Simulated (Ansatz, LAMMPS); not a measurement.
# Structural relaxation of ionic liquid BMIM+ FSI-, from a frame at 450 K (204 atoms), part 3 of 3

Aim: bring ionic liquid BMIM+ FSI-, from a frame at 450 K (204 atoms) to a nearby minimum of the energy and see what moves.

Ansatz 0.2.0; Kohn-Sham DFT, LDA, PAW (set soft_2), plane waves.

The cell: 48 C, 18 N, 90 H, 12 S, 24 O and 12 F. The network of contacts between molecules at the start is that of the classical potential that made the cell. The functional has no dispersion term. The density was typed from a rule of thumb and may lie off the real one at this temperature. The Brillouin zone is sampled at Γ only, in a cell whose shortest periodic width is 13 Å.

So far, density (g/cm³): step 5 (local order after relaxation) 1.35.

## Step 6: Single point at the relaxed geometry

One more single point at the end of the walk gives the fuller output and checks the residual forces.

The input, input.yaml:

```yaml
crystal:
  lattice:
    - [13.29799, 0.0, 0.0]
    - [0.0, 13.29799, 0.0]
    - [0.0, 0.0, 13.29799]
  atoms:
    - { symbol: C, position: [0.55035, 0.18795, 0.98666] }
    - { symbol: C, position: [0.43781, 0.17473, 0.98254] }
    - { symbol: C, position: [0.40706, 0.06963, 0.01272] }
    - { symbol: C, position: [0.29603, 0.05664, 0.03009] }
    - { symbol: "N", position: [0.236, 0.08427, 0.94321] }
    - { symbol: C, position: [0.25304, 0.05702, 0.84565] }
    - { symbol: C, position: [0.17771, 0.09788, 0.78977] }
    - { symbol: "N", position: [0.11689, 0.14906, 0.85461] }
    - { symbol: C, position: [0.02538, 0.20065, 0.8289] }
    - { symbol: C, position: [0.153, 0.13981, 0.94735] }
    - { symbol: H, position: [0.57765, 0.17479, 0.06395] }
    - { symbol: H, position: [0.58922, 0.13378, 0.93709] }
    - { symbol: H, position: [0.57381, 0.26427, 0.96427] }
    - { symbol: H, position: [0.40974, 0.19189, 0.90597] }
    - { symbol: H, position: [0.40155, 0.22908, 0.03396] }
    - { symbol: H, position: [0.44391, 0.05035, 0.08465] }
    - { symbol: H, position: [0.43498, 0.01452, 0.95697] }
    - { symbol: H, position: [0.27772, 0.9782, 0.05023] }
    - { symbol: H, position: [0.27168, 0.10507, 0.09288] }
    - { symbol: H, position: [0.31835, 0.01308, 0.82313] }
    - { symbol: H, position: [0.16212, 0.09483, 0.70954] }
    - { symbol: H, position: [0.0374, 0.24614, 0.76091] }
    - { symbol: H, position: [0.96656, 0.14454, 0.81347] }
    - { symbol: H, position: [0.002, 0.24778, 0.89283] }
    - { symbol: H, position: [0.11999, 0.17144, 0.01622] }
    - { symbol: C, position: [0.35851, 0.8723, 0.23507] }
    - { symbol: C, position: [0.45017, 0.90868, 0.29103] }
    - { symbol: C, position: [0.53511, 0.83374, 0.28672] }
    - { symbol: C, position: [0.63172, 0.86947, 0.33435] }
    - { symbol: "N", position: [0.66724, 0.96064, 0.28651] }
    - { symbol: C, position: [0.70615, 0.96655, 0.19161] }
    - { symbol: C, position: [0.71937, 0.06598, 0.1715] }
    [... 166 atom lines left out ...]
    - { symbol: O, position: [0.7146, 0.62403, 0.34246] }
    - { symbol: F, position: [0.78449, 0.50599, 0.22746] }
    - { symbol: S, position: [0.6415, 0.65322, 0.10984] }
    - { symbol: O, position: [0.70688, 0.73236, 0.14337] }
    - { symbol: O, position: [0.55492, 0.67801, 0.05172] }
    - { symbol: F, position: [0.7114, 0.59141, 0.03351] }
kpoints:
  mp_grid: { grid: [1, 1, 1] }
hamiltonian:
  xc: lda
scf:
  occupations: { method: fermi_dirac, width: 0.025 }
output:
  forces: true
  stress: true
  populations: true
  dos:
    method: { smearing: { sigma: 0.08 } }
    de: 0.1
    projected: { site_lists: { C: [C], F: [F], H: [H], "N": ["N"], O: [O] } }
  eigenvalues: true
  write_density: true
  write_potential: true
  volumetric_format: npy
```

Command:

```bash
$ ansatz run input.yaml --threads 4 --pin off --max-ram 8192MiB --backend cpu --events-out ev --progress --plain --runs-dir out
```

The log of the run:

```text
[...]
Crystal: 204 atoms, lattice volume = 2351.571 Å³
Basis set: ecut = 420 eV, 45961 PW (Γ)
Bands: 540, of which v1, the nominal top of the filled ones, is band 336 counted from 1 (335 counted from 0)
Symmetry: 1 space group operations
[...]
k-points: 1
[...]
SCF iter   1: F=—  HF=-53073.223326 eV  |F-HF|=—  |Δ(HF+E_count)|=         —  Δρ=1.11e-2  dr2=2.83e0  ethr=1.77e-3  ⟨swp⟩=7.0  Hψ=2624  notcnv=0  defer=69
[...]
SCF iter  11: F=-53072.188027 eV  HF=-53072.188027 eV  |F-HF|=1.04e-7  |Δ(HF+E_count)|=   3.75e-7  Δρ=1.37e-6  dr2=5.48e-8  ethr=1.49e-11  ⟨swp⟩=20.0  Hψ=4906  notcnv=0
SCF 1 converged in 11 iterations: F = -53072.188027 eV  dr2 = 5.48e-8
[...]
SCF converged after 11 iterations
Free energy (F): -53072.188027 eV
[...]
Internal energy: -53072.188027 eV  (E = F + TS)
E sigma→0 (E₀):  -53072.188027 eV
Fermi energy:    1.380291 eV
[...]
--- Forces (eV/Å), atoms counted from 1 ---
  atom   1  C     -0.00282972     0.00004035     0.00035899
  atom   2  C      0.00393398     0.00026705     0.00010460
  atom   3  C     -0.00065429     0.00799478    -0.00512795
  atom   4  C     -0.00614718    -0.00773422    -0.00125323
  atom   5  N     -0.00672304    -0.01388886     0.00841660
  atom   6  C      0.00226860     0.01893478    -0.00759872
  atom   7  C     -0.00390593    -0.00870296     0.01317168
  atom   8  N     -0.01049310     0.00069358    -0.00811713
  atom   9  C      0.00193270     0.00483613     0.00015741
  atom  10  C      0.01846114     0.00210135    -0.00237093
  atom  11  H     -0.00243884     0.00051769    -0.00648011
  atom  12  H     -0.00226839     0.00140823     0.00228180
  atom  13  H      0.00007969     0.00071636     0.00281282
  atom  14  H      0.00369615    -0.00237252     0.00749299
[...]
atom 203  O      0.00922350    -0.00020873     0.00237663
  atom 204  F     -0.01156692     0.01239736     0.01363093
  max |Σ_I F_I| component: 2.21e-4 eV/Å
--- Stress (GPa, compression-positive) ---
       -0.367316       0.047423      -0.062567
        0.047423      -0.468178       0.010630
       -0.062567       0.010630      -0.290989
  P = ⅓ Tr σ = -0.3755 GPa (-3.755 kbar)
--- Band table (eV) ---
[...]
--- Löwdin populations: 204 sites ---
  site symbol       q [e]
     0      C      4.4676
     1      C      4.2776
     2      C      4.2796
[...]
203      F      7.4100
  spilling = 0.016174 (of n_electrons = 672.000000)
```

Elapsed: 60 s, on 4 threads of Arm Neoverse V2, shared host; peak memory 3.3 GiB; 3.9 min of CPU time.

Read from the output:

- free energy: -53072.1880 eV
- free energy per atom: -260.1578 eV/atom
- SCF cycles: 11
- pressure: -0.3755 GPa
- r.m.s. force component: 0.00757 eV/Å
- longest force: 0.04682 eV/Å
- Fermi energy: 1.38 eV
- gap (highest filled to lowest empty level): 4.55 eV
- spilling of the projection: 0.01617

Löwdin charges by element and coordination (they lack the spilled electrons, 0.053 e an atom on average):

```
element  coordination  atoms  mean charge (e)  spread    least    most
      C           all     48           -0.216   0.164   -0.489  0.0709
      C             3     18          -0.0362  0.0634  -0.0966  0.0709
      C             4     30           -0.324  0.0983   -0.489  -0.192
      F           all     12           -0.401  0.0135   -0.429  -0.380
      H           all     90            0.207  0.0263    0.159   0.252
      N           all     18           -0.247   0.455   -0.906  0.0862
      N             2      6           -0.889  0.0107   -0.906  -0.875
      N             3     12           0.0749  0.0083   0.0582  0.0862
      O           all     24           -0.717  0.0115   -0.740  -0.697
      S           all     12             2.42  0.0084     2.41    2.44
```

States in the cell by windows of 1 eV, zero at the Fermi level; the larger projections on atomic orbitals stand beside the total:

```csv
from (eV),to (eV),total,C p,O p,H s,N p,F p,C s
-14,-13,22.3,1.5,0.4,2.6,4.7,1.0,5.5
-13,-12,12.4,3.4,0.0,1.8,3.5,0.0,3.2
-12,-11,28.8,5.6,1.0,3.4,3.3,5.4,4.4
-11,-10,27.6,5.9,1.1,3.8,2.5,5.6,3.8
-10,-9,22.8,6.6,2.9,4.5,1.8,0.9,2.9
-9,-8,48.7,8.2,12.5,2.4,6.9,6.7,0.5
-8,-7,69.1,24.7,6.1,10.5,8.2,12.7,1.7
-7,-6,70.6,21.4,11.7,7.9,4.7,20.8,0.5
-6,-5,63.2,20.2,19.6,8.6,4.5,5.6,0.4
-5,-4,58.0,17.7,23.0,7.3,5.0,2.4,0.3
-4,-3,70.7,17.6,28.2,10.6,8.9,3.2,0.2
-3,-2,32.1,13.1,8.0,1.6,7.9,0.6,0.0
-2,2,0.0,0.0,0.0,0.0,0.0,0.0,0.0
2,3,15.9,8.4,0.1,1.1,4.2,0.0,0.2
3,4,33.8,7.6,2.9,3.5,1.5,1.7,1.3
4,5,43.2,3.7,3.4,6.9,1.3,1.0,2.7
```

The curve was stored every 0.100 eV, coarse against its broadening of 0.08 eV, so these counts are rough.

Between -26 and -14 eV lie 122 more states.

About 24 of the 672 electrons lie in deeper levels, below the stored range.

Not all projections were asked for or kept, so they needn't add up to the total.

The levels nearest the highest filled one (over half full), pooled over k-points and spins:

```
level less the highest filled one (eV)  occupation
                                -0.255           2
                                -0.245           2
                                -0.126           2
                               -0.0916           2
                               -0.0168           2
                                     0           2
                                  4.55           0
                                  4.70           0
                                  4.71           0
                                  4.80           0
                                  5.00           0
                                  5.11           0
```

Valence density in the ab plane at fractional z = 0.320, with atoms of C and H and S and O and F within 0.2 Å of it. It is the smooth field of the valence electrons, not physical close to the nuclei.

Ten steps, logarithmic in the rise over the least value, from '0' (-0.02 × 1e0 e/Å³) to '9' (9.10 × 1e0 e/Å³), each cell a mean:
```
10000000001111124443112357652101233311
10000000001111245654223466642100011110
00000000001112245555445666431000000000
11211000001122223345566666542100000000
24442110001122111235654344542100000001
35665321110111110135532111211000111111
35666554321000000112211001111111222112
45556666431000001111000012455311121123
33335665321000012432100124787521101112
12234664211000124664201135777421000001
11123443333210013553111245554311000000
00111233455310001221112466643211000000
00000123454210000000013788742110000000
00000112222100000000013688531000000000
10000000000000000000001233210000000000
00000000012332100000000111110000000000
00000000025886311000001222222210000000
00000001035897422111112454445521000000
00000000013566544332112444444421001100
00000000113454455543111123332110000000
00000000246776554432111234432100011100
00000000258985432211112356542111245421
00000000136653211111012466642102599842
00000000012221111221112456642102589741
```
Columns run along a (13.3 Å), rows up along b (13.3 Å). Atoms in or near the plane, at fractional coordinates: C at (0.63, 0.87), C at (0.66, 0.05), H at (0.51, 0.76), H at (0.69, 0.81), H at (0.75, 0.25), H at (0.62, 0.25), C at (0.15, 0.66), C at (0.07, 0.72), H at (0.26, 0.49), S at (0.36, 0.17), O at (0.29, 0.09), F at (0.89, 0.03), O at (0.64, 0.45).

Electrostatic potential energy in the ab plane at fractional z = 0.320, with atoms of C and H and S and O and F within 0.2 Å of it. With pseudopotentials it is smooth inside the atoms' cores, unlike the true potential.

Ten even steps from '0' (-41 eV) to '9' (7 eV), each cell a mean:
```
99999999999999998789999840169999998999
99999999999999984137998743489999999999
99999999999999985247676100789999999999
99999999999999998885126313479999999999
97689999999999999985357887259999999999
86225899999999999982289999999999999999
83001657899999999998899999999999999998
87444001789999999999999999867999999999
98886204899999999889999998302799999999
99887457899999998558999975103899999999
99998678888999999779999851016899999999
99999988743899999999999841237899999999
99999998865899999999999300388999999999
99999999999999999999999622699999999999
99999999999999999999999999999999999999
99999999999999999999999999999999999999
99999999997326999999999999998899999999
99999999996103789999998338784289999999
99999999998631137899999667677789999999
99999999998600104789999988889999999999
99999999995201126899999987789999999999
99999999970006778999999732379999977899
99999999996469999999998600068999600289
99999999999999999999999842379999710389
```
Columns run along a (13.3 Å; values clipped at the 3rd and 97th percentile), rows up along b (13.3 Å). Atoms in or near the plane, at fractional coordinates: C at (0.63, 0.87), C at (0.66, 0.05), H at (0.51, 0.76), H at (0.69, 0.81), H at (0.75, 0.25), H at (0.62, 0.25), C at (0.15, 0.66), C at (0.07, 0.72), H at (0.26, 0.49), S at (0.36, 0.17), O at (0.29, 0.09), F at (0.89, 0.03), O at (0.64, 0.45).

Mean Löwdin charges: C -0.22, F -0.40, H +0.21, N -0.25, O -0.72, S +2.42 e (they miss 1.6 % of the electrons, so they add up to more than the cell's charge).

Local excerpt of 13 atoms (numbers count through the whole input) about H65, picked at random; x, y, z are measured from there.

| atom | x | y | z | distance (Å) | bonds | Löwdin charge (e) |
| --- | --- | --- | --- | --- | --- | --- |
| H65 | 0.00 | 0.00 | 0.00 | 0.00 | 1 | 0.18 |
| C52 | 0.51 | 0.98 | 0.00 | 1.11 | 4 | -0.27 |
| H64 | 1.19 | 0.96 | 0.87 | 1.76 | 1 | 0.20 |
| C53 | -0.51 | 2.08 | 0.20 | 2.15 | 4 | -0.29 |
| C51 | 1.30 | 1.17 | -1.27 | 2.16 | 4 | -0.48 |
| H69 | -1.99 | 0.87 | 1.20 | 2.48 | 1 | 0.22 |
| H61 | 2.07 | 0.38 | -1.38 | 2.51 | 1 | 0.18 |
| H63 | 0.65 | 1.13 | -2.16 | 2.52 | 1 | 0.17 |
| H66 | -1.12 | 2.21 | -0.72 | 2.58 | 1 | 0.18 |
| H15 | 1.07 | -1.81 | -1.61 | 2.65 | 1 | 0.19 |
| C54 | -1.43 | 1.80 | 1.36 | 2.67 | 4 | -0.20 |
| O158 | 0.97 | -2.41 | 0.70 | 2.69 | 1 | -0.72 |
| F159 | -0.20 | -1.25 | 2.43 | 2.74 | 1 | -0.39 |

The column of bonds counts only the pairs H-C within 1.34 Å, C-C within 1.85 Å, C-N within 1.79 Å, O-S within 1.88 Å, N-S within 1.98 Å, F-S within 1.98 Å; other neighbours, such as metal atoms beside each other in a compound, aren't counted, and periodic images can show an atom twice.

## Step 7: Outcome

* energy change in the relaxation: -89.28 meV/atom
* r.m.s. displacement: 1.381 Å
* largest displacement: 2.953 Å
* free energy per atom: -260.1578 eV/atom
* pressure: -0.3755 GPa
* r.m.s. force component: 0.00757 eV/Å
* gap (highest filled to lowest empty level): 4.55 eV
* wall time of the 3 DFT runs: 32 min

**Reading.** Relaxation lowers the energy by 89.3 meV/atom and moves atoms by 1.4 Å r.m.s.; the r.m.s. force component goes from 1.3 to 0.0076 eV/Å, the pressure goes from -0.31 to -0.38 GPa, and the gap from 3.10 to 4.55 eV. By the final cutoffs no bond was broken or made. First to last step the energy falls by 18.213 eV; the largest move, 2.95 Å, is that of N151. The O-S bonds change most in mean length: from 1.454 Å (spread 0.024) to 1.431 Å (spread 0.004). Counting bonds as in the table, 62 % of C atoms have 4, all F atoms have 1, all H atoms have 1 and 67 % of N atoms have 3 bonded neighbours. The highest filled and lowest empty levels differ by 4.55 eV (at Γ alone); a local or semilocal functional tends to put such gaps too low. In a disordered cell it changes from sample to sample and from frame to frame.

**Limits.** The network of contacts between molecules at the start is that of the classical potential that made the cell; in DFT atoms moved by 1.4 Å r.m.s.

[Logs are printed without paths, hosts, clocks, repeated set-up lines and the standing remarks that a program may print on its own settings, such as how far it seeks lower states.]

[Hosts, paths, dates, database ids (printed as entryN), source tags and the programs' standing remarks are cut or masked in the printed files.]
